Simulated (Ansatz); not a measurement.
# Where V_O (site 2) puts its levels in the gap of LiLaO2 (P2_1/c), part 2 of 2

Wanted: the transition levels of a vacancy in LiLaO2 (P2_1/c), from a cell of 64 host atoms with 1 O taken out.

Ansatz; place-levels on PBEsol runs: charge-transition levels and formation energies with image-charge correction and potential alignment at the atomic sites.

So far: Starting point; Charge states; Placing the levels, PBEsol.

### 3. Placing the levels, PBEsol (continued)

Levels between the charges placed, in eV above the valence top:

```
        gap (eV)  (+2/+1)  (+1/0)  (0/−1)
PBEsol      3.74     2.18    3.11    3.70
```

Corrections by state:

| charge | moment (μB) | image terms and alignment (eV) | band filling (eV) | ε used | over the lowest of its charge, as the program ranks them, band filling apart (eV) |
| --- | --- | --- | --- | --- | --- |
| +2 | 0.0 | 0.187 | - | principal values (19.87, 20.07, 24.42) | 0.000 |
| +1 | 1.0 | -0.009 | - | principal values (19.87, 20.07, 24.42) | 0.000 |
| 0 | 0.0 | 0.000 | - | - | 0.000 |
| −1 | 1.0 | 0.170 | - | principal values (19.87, 20.07, 24.42) | 0.000 |
| 0 | 2.0 | 0.000 | - | - | 0.330 |

The charged structures listed were also run neutral, and place-levels reads from each pair, by the potential or the spins, how wide the charge is by which they differ; that can be the carrier of either run.

```csv
charge,rms radius (Å),spread where it is widest against the cell (Å),wide from (Å),reading
+2,2.7,1.65,1.45,wide
+1,2.3,1.42,1.45,narrow
−1,2.9,2.05,1.45,wide
```

The neutral runs of these pairs need not share the spin of the lowest neutral state, and very wide values only mean spread over the cell.

From the program's caveats on the states, each cut to its opening words:

- charge +2: it parts from the run at its places by a charge that spreads by about 1.7 Å along one vector (1.4 Å or more is wide), by its potential at epsilon [4.5, 4.58, [...]
- charge +2: its alignment with the host at atomic sites is doubtful: the mean over the far sites moves by -0.0644 eV from their farther parts to their nearer, more than [...]
- charge +1 (1 μB): its displacements don't fall off away from the defect: farther atoms stand 0.039 Å off the host's places
- charge −1 (1 μB): it parts from the run at its places by a charge that spreads by about 2.1 Å along one vector (1.4 Å or more is wide), by its potential at epsilon [4.5, 4.58, [...]
- charge −1 (1 μB): its alignment with the host at atomic sites is doubtful: the mean over the far sites moves by -0.0514 eV from their farther parts to their nearer, more than [...]
- charge −1 (1 μB): the far atoms show a dipole or second moment of the defect's charge, for which the correction takes or leaves out 0.092 eV: further moments aren't read, and [...]
- charge −1 (1 μB): its displacements don't fall off away from the defect: farther atoms stand 0.034 Å off the host's places
- charge 0 (2 μB): its alignment with the host at atomic sites is doubtful: the mean over the far sites moves by -0.0738 eV from their farther parts to their nearer, more than [...]
- charge 0 (2 μB): the far atoms show a dipole or second moment of the defect's charge, for which the correction takes or leaves out 0.136 eV: further moments aren't read, and [...]
- charge 0 (2 μB): its displacements don't fall off away from the defect: farther atoms stand 0.037 Å off the host's places

Chemical potentials of the elements' reference phases, run alike. Formation energies (elemental references), with the Fermi level at the valence top and at the conduction bottom (gap 3.74 eV):

| charge | at valence top (eV) | at conduction bottom (eV) | correction included (eV) |
| --- | --- | --- | --- |
| +2 | 1.35 | 8.82 | 0.19 |
| +1 | 3.52 | 7.26 | -0.01 |
| 0 | 6.63 | 6.63 | 0.00 |
| −1 | 10.33 | 6.60 | 0.17 |

```json
{"Fermi level (eV)": "0.00", "lowest formation energy (eV)": "1.35"}
{"Fermi level (eV)": "0.34", "lowest formation energy (eV)": "2.03"}
{"Fermi level (eV)": "0.68", "lowest formation energy (eV)": "2.70"}
{"Fermi level (eV)": "1.02", "lowest formation energy (eV)": "3.38"}
{"Fermi level (eV)": "1.36", "lowest formation energy (eV)": "4.06"}
{"Fermi level (eV)": "1.70", "lowest formation energy (eV)": "4.74"}
{"Fermi level (eV)": "2.04", "lowest formation energy (eV)": "5.43"}
{"Fermi level (eV)": "2.38", "lowest formation energy (eV)": "5.90"}
{"Fermi level (eV)": "2.72", "lowest formation energy (eV)": "6.24"}
{"Fermi level (eV)": "3.06", "lowest formation energy (eV)": "6.58"}
{"Fermi level (eV)": "3.40", "lowest formation energy (eV)": "6.63"}
{"Fermi level (eV)": "3.74", "lowest formation energy (eV)": "6.60"}
```

### 4. The same at the relaxations' own k-points

The relaxations' own energies give the levels at their sampling, for comparison.

levels.relax_mesh.yaml

```yaml
host:
  run: host.relax.run
  levels_from: { run: edges.relax.run }
states: [qm1_M1.relax.run, q0.relax.run, qp1_M1.relax.run, qp2.relax.run, q0_M2.relax.run]
chemical_potentials:
  O:
    energy: -558.282649
    dataset: "<sha256 of the dataset>"
```

On the command line:

```sh
ansatz place-levels levels.relax_mesh.yaml -- --threads 4 --pin off --max-ram 7536MiB
```

Output:

```text
(+2/+1) 2.185 eV above the valence edge, 1.552 eV under the conduction edge
(+1/0) 3.124 eV above the valence edge, 0.613 eV under the conduction edge
(0/-1) 3.729 eV above the valence edge, 0.008 eV under the conduction edge
formation energy of charge +2: +1.362 eV with the Fermi level at the valence edge
formation energy of charge +1: +3.546 eV with the Fermi level at the valence edge
formation energy of charge 0: +6.670 eV with the Fermi level at the valence edge
formation energy of charge -1: +10.399 eV with the Fermi level at the valence edge
  edges by pbesol of host.levels_from (edges.relax.run), its mesh sampled to repeats of 29.15 Å (the valence edge +0.148 eV and the conduction edge -0.284 eV from those of the host's own run), gap 3.737 eV; the host is sampled to repeats of 14.63 Å
[... the lines on each state left out ...]
```

Run time: 0.32 s. Hardware: 4 threads of Intel Xeon Platinum 8259CL at 2.50GHz (Skylake/Cascade Lake), shared host.

Levels between neighbouring charges, in eV above the valence top:

```csv
,gap (eV),(+2/+1),(+1/0),(0/−1)
"one point at (¼, ¼, ¼)",3.74,2.18,3.12,3.73
a 2×2×2 shifted mesh,3.74,2.18,3.11,3.70
```

Going from one point at (¼, ¼, ¼) to a 2×2×2 shifted mesh moves the levels that carry no band-filling term by up to 0.03 eV and formation energies against the elements by up to 0.06 eV.

### 5. Another choice

The levels are placed again with one choice changed, to see how much they rest on it.

levels.try0.yaml is levels.point.yaml with these lines changed:

```diff
-epsilon: [4.5, 4.58, 4.51]
-static_epsilon:
-  - [20.94, 0.0, 1.74]
-  - [0.0, 19.87, 0.0]
-  - [1.74, 0.0, 23.55]
+epsilon: 1.0001
+static_epsilon: 1.0001
```

On the command line:

```sh
ansatz place-levels levels.try0.yaml -- --threads 4 --pin off --max-ram 7536MiB
```

Output:

```text
(+2/+1) 0.465 eV beneath the valence edge (-2.017 eV without the band-filling correction), in the valence band
(+1/0) 1.707 eV above the valence edge, 2.030 eV under the conduction edge
(0/-1) 3.938 eV above the valence edge (+5.105 eV without the band-filling correction), in the conduction band
formation energy of charge +2: +5.389 eV with the Fermi level at the valence edge
formation energy of charge +1: +4.924 eV with the Fermi level at the valence edge
formation energy of charge 0: +6.631 eV with the Fermi level at the valence edge
formation energy of charge -1: +10.569 eV with the Fermi level at the valence edge
vertical -1 to 0: no energy, since no alignment is typed
vertical +1 to 0: no energy, since no alignment is typed
vertical +2 to 0: no energy, since no alignment is typed
[...]
[... the lines on each state left out ...]
```

The change: no screening of the image charge.

Levels in eV above the valence top; the changed ones are not the defect's:

```csv
,gap (eV),(+2/+1),(+1/0),(0/−1)
changed,3.74,-0.46,1.71,3.94
as set up,3.74,2.18,3.11,3.70
```

The largest shift is 2.64 eV, band-filling terms included.

### 6. What came out

```yaml
gap_of_the_host: 3.74 eV (PBEsol)
level_plus_2_plus_1: 2.18 eV above the valence top
level_plus_1_over_0: 3.11 eV above the valence top
level_0_minus_1: 3.70 eV above the valence top
lowest_of_the_charges_placed_just_above_the_valence_top_0p02_ev: +2
lowest_of_the_charges_placed_just_below_the_conduction_bottom_0p02_ev: −1
lowest_formation_energy_at_mid_gap_of_the_charges_run_elemental_references: 5.08 eV
```

Of the charges placed (−1, 0, +1 and +2), the lowest changes at 2.18 eV (+2/+1), 3.11 eV (+1/0) and 3.70 eV (0/−1) above the valence top, in a gap of 3.74 eV. (0/−1) lies nearer to a band edge than the share of the finite-size correction in it (0.17 eV), and that correction holds for a localised charge alone. (0/−1) lies 0.03 eV from a band edge, less than the doubt on such levels. Charges above +2 and below −1 were not placed, so these runs say nothing of levels that involve them. States placed: +2 at 0 μB; +1 at 1 μB; 0 at 0 μB and 2 μB; −1 at 1 μB. Other spin states or structures, where not listed, weren't placed. Going from one point at (¼, ¼, ¼) to a 2×2×2 shifted mesh moves the levels that carry no band-filling term by up to 0.03 eV and formation energies against the elements by up to 0.06 eV. The program doubts the alignment of potentials for at least one state, a sign that the cell is small. Keep in mind: PBEsol makes the gap too small and tends to spread out bound carriers; where a gas molecule sets a chemical potential or the host's formation energy, its binding is uncorrected; spin–orbit coupling, which can matter with heavy atoms, is left out.

[Logs are printed without paths, hosts, clocks, repeated set-up lines and the standing remarks that a program may print on its own settings, such as how far it seeks lower states.]

[Hosts, paths, dates, database ids (printed as entryN), source tags and the programs' standing remarks are cut or masked in the printed files.]

[Where a table of states has a column of steps, it counts the stored structures, which are thinned; the runs took as many ionic steps or more.]

[A defect's name tells the site on which it was built; relaxed atoms can leave that site.]

[For some hosts the program warned that the k-mesh of the response run may be too coarse for force constants and the static dielectric constant; such warnings are not shown here.]
